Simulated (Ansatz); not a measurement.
# ZnCdP2S6: complex band structure, part 2 of 3

Wanted: the relaxed cell of ZnCdP2S6, its band edges and its decay constants. It is built by putting Cd for part of the Zn in the ZnPS3 structure of space group C2/m, with the volume rescaled by atomic radii. The parent structure comes from the Materials Project.

Ansatz 0.2.0; LDA DFT, plane waves, PAW files (the session's first sound run).

So far. Step 2 (Cell and atoms at rest): The largest force component on a free atom ends at 0.0056 eV/Å.

The structure was built from a prototype and need not be the compound's stable phase.

### 3. The bulk crystal and its band edges

The energy window and the wavevectors of the next steps follow from the band edges, so these are searched first, off the mesh as well.

input.yaml reads:

```yaml
crystal:
  lattice:
    - [2.9902346739, -5.1783472194, 0.0028366887]
    - [2.9902346739, 5.1783472194, 0.0028366887]
    - [-1.9687587572, 0.0, 6.3515732259]
  atoms:
    - { symbol: Zn, position: [0.6678752024, 0.3321247976, 0.0] }
    - { symbol: Cd, position: [0.3325921051, 0.6674078949, 0.0] }
    - { symbol: P, position: [0.9427937434, 0.9430751909, 0.8261926199] }
    - { symbol: P, position: [0.0569248091, 0.0572062566, 0.1738073801] }
    - { symbol: S, position: [0.6006463129, 0.9395425012, 0.742438905] }
    - { symbol: S, position: [0.0604574988, 0.3993536871, 0.257561095] }
    - { symbol: S, position: [0.7674805266, 0.7441843938, 0.2546426922] }
    - { symbol: S, position: [0.2558156062, 0.2325194734, 0.7453573078] }
    - { symbol: S, position: [0.422607756, 0.1071935607, 0.2564042443] }
    - { symbol: S, position: [0.8928064393, 0.577392244, 0.7435957557] }
kpoints:
  mp_grid: { grid: [6, 6, 4] }
  band_path: { path: [VBM, CBM], npoints: 30 }
scf:
  occupations: { method: fixed }
hamiltonian:
  xc: lda
output:
  eigenvalues: true
  write_potential: true
  write_density: true
  volumetric_format: npy
  elf: true
```

Launch:

```
> ansatz run input.yaml --threads 2 --pin off --max-ram 4096MiB --backend cpu --events-out ev --progress --plain --runs-dir out
```

Numbers of over 12 decimals in the logs are rounded to 6 here.

The program printed:

```text
[...]
Crystal: 10 atoms, lattice volume = 196.759 Å³
Basis set: ecut = 420 eV, 3821 PW (Γ)
Bands: 49, of which v1, the nominal top of the filled ones, is band 39 counted from 1 (38 counted from 0)
Symmetry: 2 space group operations
[...]
k-points: 47 of 144 (time reversal used)
[...]
SCF iter   1: F=—  HF=-18037.455572 eV  |F-HF|=—  |Δ(HF+E_count)|=         —  Δρ=6.70e-3  dr2=7.47e-2  ethr=1.77e-3  ⟨swp⟩=5.9  Hψ=9575  notcnv=0  defer=330
[...]
SCF iter   8: F=-18037.432972 eV  HF=-18037.432972 eV  |F-HF|=3.89e-10  |Δ(HF+E_count)|=   1.05e-7  Δρ=2.69e-6  dr2=2.10e-8  ethr=1.28e-10  ⟨swp⟩=15.0  Hψ=10762  notcnv=0
SCF 1 converged in 8 iterations: F = -18037.432972 eV  dr2 = 2.10e-8
[...]
NSCF: frozen V_eff on 68 k-points
[...]
SCF converged after 8 iterations
Free energy (F): -18037.432972 eV
[...]
Internal energy: -18037.432972 eV  (E = F + TS)
E sigma→0 (E₀):  -18037.432972 eV
Fermi energy:    6.478985 eV
[...]
--- Band table (eV; the first three rows and the last of 47) ---
  k-point 0: bands = [... 35 lower, 5.4115, 5.5206, 5.9971, 6.0583, 8.3975, 9.6369, 9.7519, 9.9952, ... 6 higher]
  k-point 1: bands = [... 35 lower, 5.4104, 5.4252, 6.0566, 6.0735, 8.6917, 9.6219, 10.0164, 10.0254, ... 6 higher]
  k-point 2: bands = [... 35 lower, 5.3537, 5.4388, 6.0942, 6.1269, 8.9425, 9.4616, 9.8754, 10.0678, ... 6 higher]
  k-point 46: bands = [... 35 lower, 4.8864, 5.5625, 5.9418, 6.0984, 9.3353, 9.4844, 9.6771, 9.9522, ... 6 higher]
```

Elapsed: 1.8 min, on 2 threads of Arm Neoverse V2, shared host; peak memory 0.76 GiB.

The column dr2 measures how far the density is from self-consistency, as an energy; F and HF (Harris–Foulkes) agree once it is small.

Numbers from this step:

```yaml
free_energy: -18037.4330 eV
fermi_energy: 6.479 eV
gap_on_the_k_mesh: 1.918 eV
gap_on_path: 1.908 eV, by band count; negative where bands overlap
direct_gap_on_path: 2.339 eV
edge_places_on_path: 0, 0.9342 1/A along the path
```

Electronic bands along the path, in eV, zero at the Fermi level (highest filled level under fixed occupations); v1 is the highest filled band, c1 the lowest empty one:

```csv
point,v4,v3,v2,v1,c1,c2,c3,c4
VBM,-1.04,-0.65,-0.60,0.01,2.48,2.57,2.61,2.89
halfway,-1.40,-0.69,-0.59,-0.45,2.70,3.07,3.45,3.55
CBM,-1.07,-0.96,-0.48,-0.42,1.92,3.16,3.27,3.52
```

Electrostatic potential energy in the ac plane of the cell as run, not the conventional one, at fractional y = 0.940, with atoms of P and S within 0.2 Å of it. With pseudopotentials it is smooth inside the atoms' cores, unlike the true potential.

Values in eV, 10 rows by 16 columns, each cell a mean:
```
-16  -2   6   9  10  10   9   9   8   7   7   8   7   0 -14 -21
-38 -13   5   9  11  11   9   6  -8 -20 -22 -13  -4 -23 -38 -38
-16   1   8  10  11  11   8  -4 -30 -25 -28 -25  -5 -12 -27 -28
  8   9  11  11  12  11  10   4 -10 -17 -12   0   7   7   6   6
 11  12  12  12  12  12  12  11  10  10  11  11  12  11  11  11
 11  11  12  12  12  12  12  12  12  12  12  12  11  10  10  10
  6   8   9  10   8   7   7   9  11  12  12  11   8   5   3   4
-14  -6   3   5   0  -5  -2   5   9  10  11  10   7   3  -2 -10
-33 -15   1   6   4   2   4   7   8   9  10  10   8   4  -8 -29
 -4   2   7   9   9   9   8   8   8   9  10  10   9   6   1  -5
```
Columns run along a (6.0 Å; values clipped at the 3rd and 97th percentile), rows up along c (6.6 Å). Atoms in or near the plane, at fractional coordinates: P at (0.94, 0.83), S at (0.60, 0.74).

Valence density in the ac plane of the cell as run, not the conventional one, at fractional y = 0.940, with atoms of P and S within 0.2 Å of it. It is the smooth field of the valence electrons, not physical close to the nuclei.

Ten even steps from '_' (0.0 e/Å³) to '@' (1.1 e/Å³), each cell a mean:
```
++--..__________............::++**
++==..__________..----------==++++
--==::________..--##%%%%******--..
====::________::**%%**%%@@%%##--..
==--..________::##**::##@@##**====
::....________::**@@%%@@**--------
..____________..==####++--........
________________..::::..__________
__________________________________
__________________________________
..________________________....::..
::..____..::::..__________::------
==::....--====--..______..::==++++
**==----==****==::______..::==##%%
**==----==****==::______..::==**##
++==--::--==--::..________..--++**
++--::......::....__________::==++
++--..______......__________..--++
```
Columns run along a (6.0 Å), rows up along c (6.6 Å). Atoms in or near the plane, at fractional coordinates: P at (0.94, 0.83), S at (0.60, 0.74).

ELF in the ac plane of the cell as run, not the conventional one, at fractional y = 0.940, with atoms of P and S within 0.2 Å of it. It is the smooth field of the valence electrons, not physical close to the nuclei.

Ten even steps from '_' (0.02) to '@' (0.92), each cell a mean:
```
@@**::__________..::==--::::++%%@@
++++--..______..==##%%##++++**++++
..++--..______==%%@@%%####%%##..__
--++--..____..**%%**--==%%@@##..__
**++--..____::**%%--__--%%%%%%====
++--::..____::##@@##**##%%##**++++
::::::..____::##@@@@@@@@##==::::::
__....______..==%%@@@@##==..______
________________::====::__________
..__________..____________::====--
--..____::++++==::______--**####**
++::..::++%%%%%%++..__..++########
##==--==##%%@@@@**::__::++####%%%%
%%**++**##@@@@@@**::__..==**##%%@@
**++****##%%@@%%==..__..--++##%%%%
==++++++**%%##++::..____..--++##**
##**==--==++==::....______..--**%%
%%**::__..............______--##@@
```
Columns run along a (6.0 Å), rows up along c (6.6 Å). Atoms in or near the plane, at fractional coordinates: P at (0.94, 0.83), S at (0.60, 0.74).

The searched edges give 1.91 eV, against 1.92 eV on the mesh.

### 4. Complex bands

This step: LDA DFT, plane waves, PAW files; complex bands by layer matching along the plane's normal (Ansatz 0.2.0).

The same crystal is laid in a cell whose first two vectors span the (001) plane (indices of the standard conventional cell, whose axes can be ordered otherwise than in the bulk input). At fixed energy and wavevector in the plane the solver finds all kz, real and complex. A few wavevectors are listed, (0, 0) and (0.3333, 0.3333) in units of the plane's reciprocal vectors; the slowest state needn't be among them.

input.yaml, as its differences from that of step 3:

```diff
@@ -2,5 +2,5 @@
   lattice:
-    - [2.9902346739, -5.1783472194, 0.0028366887]
-    - [2.9902346739, 5.1783472194, 0.0028366887]
-    - [-1.9687587572, 0.0, 6.3515732259]
+    - [5.979698268, 0.0, 0.0]
+    - [-2.989075313, 5.179017296, 0.0]
+    - [-0.981493213, -1.699702838, 6.353438032]
   atoms:
@@ -18,3 +18,2 @@
   mp_grid: { grid: [6, 6, 4] }
-  band_path: { path: [VBM, CBM], npoints: 30 }
 scf:
@@ -25,5 +24,6 @@
   eigenvalues: true
-  write_potential: true
-  write_density: true
-  volumetric_format: npy
-  elf: true
+  transmission:
+    leads: [[0, 0]]
+    kpoints: [[0.0, 0.0], [0.3333, 0.3333]]
+    e_range: [-1.0, 2.91]
+    de: 0.1
```

The program printed:

```text
[...]
Crystal: 10 atoms, lattice volume = 196.759 Å³
Basis set: ecut = 420 eV, 3821 PW (Γ)
Bands: 49, of which v1, the nominal top of the filled ones, is band 39 counted from 1 (38 counted from 0)
Symmetry: 2 space group operations
[...]
k-points: 47 of 144 (time reversal used)
[...]
SCF iter   1: F=—  HF=-18037.455547 eV  |F-HF|=—  |Δ(HF+E_count)|=         —  Δρ=6.70e-3  dr2=7.47e-2  ethr=1.77e-3  ⟨swp⟩=6.0  Hψ=9575  notcnv=0  defer=330
[...]
SCF iter   8: F=-18037.432972 eV  HF=-18037.432972 eV  |F-HF|=1.11e-9  |Δ(HF+E_count)|=   1.04e-7  Δρ=2.66e-6  dr2=2.09e-8  ethr=1.28e-10  ⟨swp⟩=15.1  Hψ=10781  notcnv=0
SCF 1 converged in 8 iterations: F = -18037.432972 eV  dr2 = 2.09e-8
[...]
transmission: 10 of 20 steps passed
transmission: 20 of 20 steps passed
SCF converged after 8 iterations
Free energy (F): -18037.432972 eV
[...]
Internal energy: -18037.432972 eV  (E = F + TS)
E sigma→0 (E₀):  -18037.432972 eV
Fermi energy:    6.478985 eV
[...]
--- Band table (eV; the first three rows and the last of 47) ---
  k-point 0: bands = [... 35 lower, 5.4115, 5.5206, 5.9971, 6.0583, 8.3975, 9.6369, 9.7519, 9.9952, ... 6 higher]
  k-point 1: bands = [... 35 lower, 5.4104, 5.4252, 6.0566, 6.0735, 8.6917, 9.6219, 10.0164, 10.0254, ... 6 higher]
  k-point 2: bands = [... 35 lower, 5.3537, 5.4388, 6.0943, 6.1269, 8.9425, 9.4616, 9.8754, 10.0678, ... 6 higher]
  k-point 46: bands = [... 35 lower, 4.8864, 5.5625, 5.9418, 6.0984, 9.3353, 9.4844, 9.6771, 9.9522, ... 6 higher]
--- Transmission ---
  basis      : 265 plane waves across, 10 finite elements along
  points     : 2, as listed
  energies   : 40 from -1.000000 to 2.900000 eV about the Fermi level, 0.100000 eV apart; the leads are filled to 0.959241 eV, and channels, transmission and decay are at 1.000000 eV
  crystal 0  : S6P2Zn1Cd1, at the sites [0, 0], period 6.3534 Å: whole cells are its period
    offset         : up to 0.0000 Å between an atom of the period and one for which it stands
    channels       : 0.000000e0 a spin
    conductance    : none, the energies end too early or step too widely for 300 K: set another output.transmission.e_range or a lower de, or, where they end at an eighth of basis.ecutwfc, a higher one
    slowest decay  : 0.2620 /Å at (0.0000, 0.0000)
```

Elapsed: 83 s, on 2 threads; peak memory 0.94 GiB; 2.4 min of CPU time.

Numbers from this step:

```yaml
level_to_which_the_leads_are_filled: 0.9592 eV from the Fermi level
decay_constant_at_the_filling_level_zone_centre: 0.2620 Å⁻¹
decay_constant_at_the_filling_level_slowest_listed_point: 0.262 Å⁻¹
```

K parallel (0, 0); values up to 1.5 1/Å, a degenerate pair printed once or twice; energies at which all values exceed this have no row. Im kz of the slowest decaying states against energy, zero at the highest filled level on the SCF mesh:

```csv
energy (eV),decay 1 (Å⁻¹),decay 2 (Å⁻¹),decay 3 (Å⁻¹),decay 4 (Å⁻¹)
-1.00,0.179,0.221,0.222,0.323
-0.80,0.178,0.220,0.256,0.319
-0.60,0.180,0.229,0.252,0.302
-0.40,0.211,0.217,0.245,0.282
-0.20,0.225,0.258,0.265,0.307
0.00,0.267,0.281,0.289,0.339
0.20,0.273,0.302,0.307,0.357
0.40,0.275,0.311,0.320,0.368
0.60,0.274,0.315,0.326,0.375
0.80,0.270,0.317,0.329,0.378
1.00,0.262,0.316,0.327,0.379
1.10,0.256,0.315,0.326,0.379
1.30,0.240,0.311,0.320,0.375
1.50,0.213,0.305,0.312,0.368
1.70,0.168,0.298,0.302,0.359
1.90,0.053,0.288,0.292,0.347
2.10,0.271,0.285,0.333,0.345
2.30,0.250,0.278,0.316,0.331
2.50,0.0891,0.229,0.270,0.294
2.70,0.163,0.259,0.266,0.283
2.90,0.100,0.228,0.249,0.281
```

K parallel (0.3333, 0.3333); values up to 1.5 1/Å, a degenerate pair printed once or twice; energies at which all values exceed this have no row. Im kz of the slowest decaying states against energy, zero at the highest filled level on the SCF mesh:

```csv
energy (eV),decay 1 (Å⁻¹),decay 2 (Å⁻¹),decay 3 (Å⁻¹),decay 4 (Å⁻¹)
-1.00,0.0455,0.145,0.309,0.366
-0.70,0.0146,0.257,0.325,0.379
-0.40,0.118,0.134,0.175,0.281
-0.20,0.184,0.188,0.191,0.241
0.00,0.217,0.218,0.272,0.324
0.10,0.238,0.242,0.243,0.280
0.40,0.271,0.281,0.297,0.344
0.70,0.288,0.301,0.306,0.348
1.00,0.296,0.309,0.314,0.343
1.20,0.297,0.307,0.318,0.335
1.50,0.292,0.303,0.311,0.320
1.80,0.269,0.278,0.295,0.315
2.10,0.211,0.249,0.262,0.273
2.30,0.126,0.183,0.224,0.241
2.60,0.0823,0.118,0.206,0.254
2.90,0.0236,0.192,0.260,0.261
```

At the listed wavevectors the last open channel is at +0.00 eV and the next at +2.00 eV on the grid. At +1.00 eV, the grid energy nearest the filling level (the middle of the gap on the SCF mesh), the slowest state at the listed wavevectors decays with κ = 0.262 Å⁻¹, its amplitude falling by e over 3.8 Å. Through 1 nm of this crystal that state's transmission falls by exp(−2 × 0.262 Å⁻¹ × 10 Å) = 0.0053.

### 5. Band edges at another level, cutoff 1387.78 eV

This step: LDA DFT, plane waves, norm-conserving files (Ansatz 0.2.0).

The edges again with norm-conserving files, at the same atoms. Against that run the cutoff is 1388 eV against 420.

input.yaml, as its differences from that of step 4:

```diff
@@ -2,5 +2,5 @@
   lattice:
-    - [5.979698268, 0.0, 0.0]
-    - [-2.989075313, 5.179017296, 0.0]
-    - [-0.981493213, -1.699702838, 6.353438032]
+    - [2.9902346739, -5.1783472194, 0.0028366887]
+    - [2.9902346739, 5.1783472194, 0.0028366887]
+    - [-1.9687587572, 0.0, 6.3515732259]
   atoms:
@@ -18,2 +18,3 @@
   mp_grid: { grid: [6, 6, 4] }
+  band_path: { path: [VBM, CBM], npoints: 30 }
 scf:
@@ -22,8 +23,4 @@
   xc: lda
+  pseudopotentials: { kind: nc }
 output:
   eigenvalues: true
-  transmission:
-    leads: [[0, 0]]
-    kpoints: [[0.0, 0.0], [0.3333, 0.3333]]
-    e_range: [-1.0, 2.91]
-    de: 0.1
```

The program printed:

```text
[...]
Crystal: 10 atoms, lattice volume = 196.759 Å³
Basis set: ecut = 1387.780699 eV, 23083 PW (Γ)
Bands: 53, of which v1, the nominal top of the filled ones, is band 43 counted from 1 (42 counted from 0)
Symmetry: 2 space group operations
[...]
k-points: 47 of 144 (time reversal used)
[...]
SCF iter   1: F=—  HF=-12646.147944 eV  |F-HF|=—  |Δ(HF+E_count)|=         —  Δρ=6.65e-2  dr2=1.07e1  ethr=3.10e-3  ⟨swp⟩=6.0  Hψ=10359  notcnv=0  defer=328
[...]
SCF iter   9: F=-12642.976503 eV  HF=-12642.976503 eV  |F-HF|=6.58e-10  |Δ(HF+E_count)|=   3.47e-7  Δρ=4.89e-6  dr2=3.60e-8  ethr=1.16e-10  ⟨swp⟩=16.8  Hψ=13263  notcnv=0
SCF 1 converged in 9 iterations: F = -12642.976503 eV  dr2 = 3.60e-8
[...]
SCF converged after 9 iterations
Free energy (F): -12642.976503 eV
[...]
Internal energy: -12642.976503 eV  (E = F + TS)
E sigma→0 (E₀):  -12642.976503 eV
Fermi energy:    6.811727 eV
[...]
--- Band table (eV; the first three rows and the last of 47) ---
  k-point 0: bands = [... 39 lower, 5.7413, 5.8511, 6.3274, 6.3888, 8.7315, 9.9704, 10.0879, 10.3295, ... 6 higher]
  k-point 1: bands = [... 39 lower, 5.7406, 5.7553, 6.3868, 6.4037, 9.0261, 9.9546, 10.3527, 10.3616, ... 6 higher]
  k-point 2: bands = [... 39 lower, 5.6838, 5.7696, 6.4244, 6.4571, 9.2769, 9.7951, 10.2105, 10.4025, ... 6 higher]
  k-point 46: bands = [... 39 lower, 5.2196, 5.8951, 6.2712, 6.4309, 9.6686, 9.8137, 10.0074, 10.2878, ... 6 higher]
```

The job ended after 12 min (2 threads; peak memory 2.3 GiB; 24 min of CPU time).

This step gave:

- free energy: -12642.9765 eV
- Fermi energy: 6.812 eV
- gap on the k-mesh: 1.920 eV
- gap on path: 1.910 eV, by band count; negative where bands overlap
- direct gap on path: 2.343 eV

Electronic bands along the path, in eV, zero at the Fermi level (highest filled level under fixed occupations); v1 is the highest filled band, c1 the lowest empty one:

```csv
point,v4,v3,v2,v1,c1,c2,c3,c4
VBM,-1.04,-0.65,-0.60,0.01,2.48,2.57,2.61,2.89
halfway,-1.40,-0.69,-0.59,-0.45,2.70,3.07,3.45,3.55
CBM,-1.07,-0.96,-0.48,-0.42,1.92,3.16,3.28,3.52
```

The searched edges give 1.91 eV, against 1.92 eV on the mesh.

[end of part 2 of 3]

[Logs are printed without paths, hosts, clocks, repeated set-up lines and the standing remarks that a program may print on its own settings, such as how far it seeks lower states.]

[Hosts, paths, dates, database ids (printed as entryN), source tags and the programs' standing remarks are cut or masked in the printed files.]
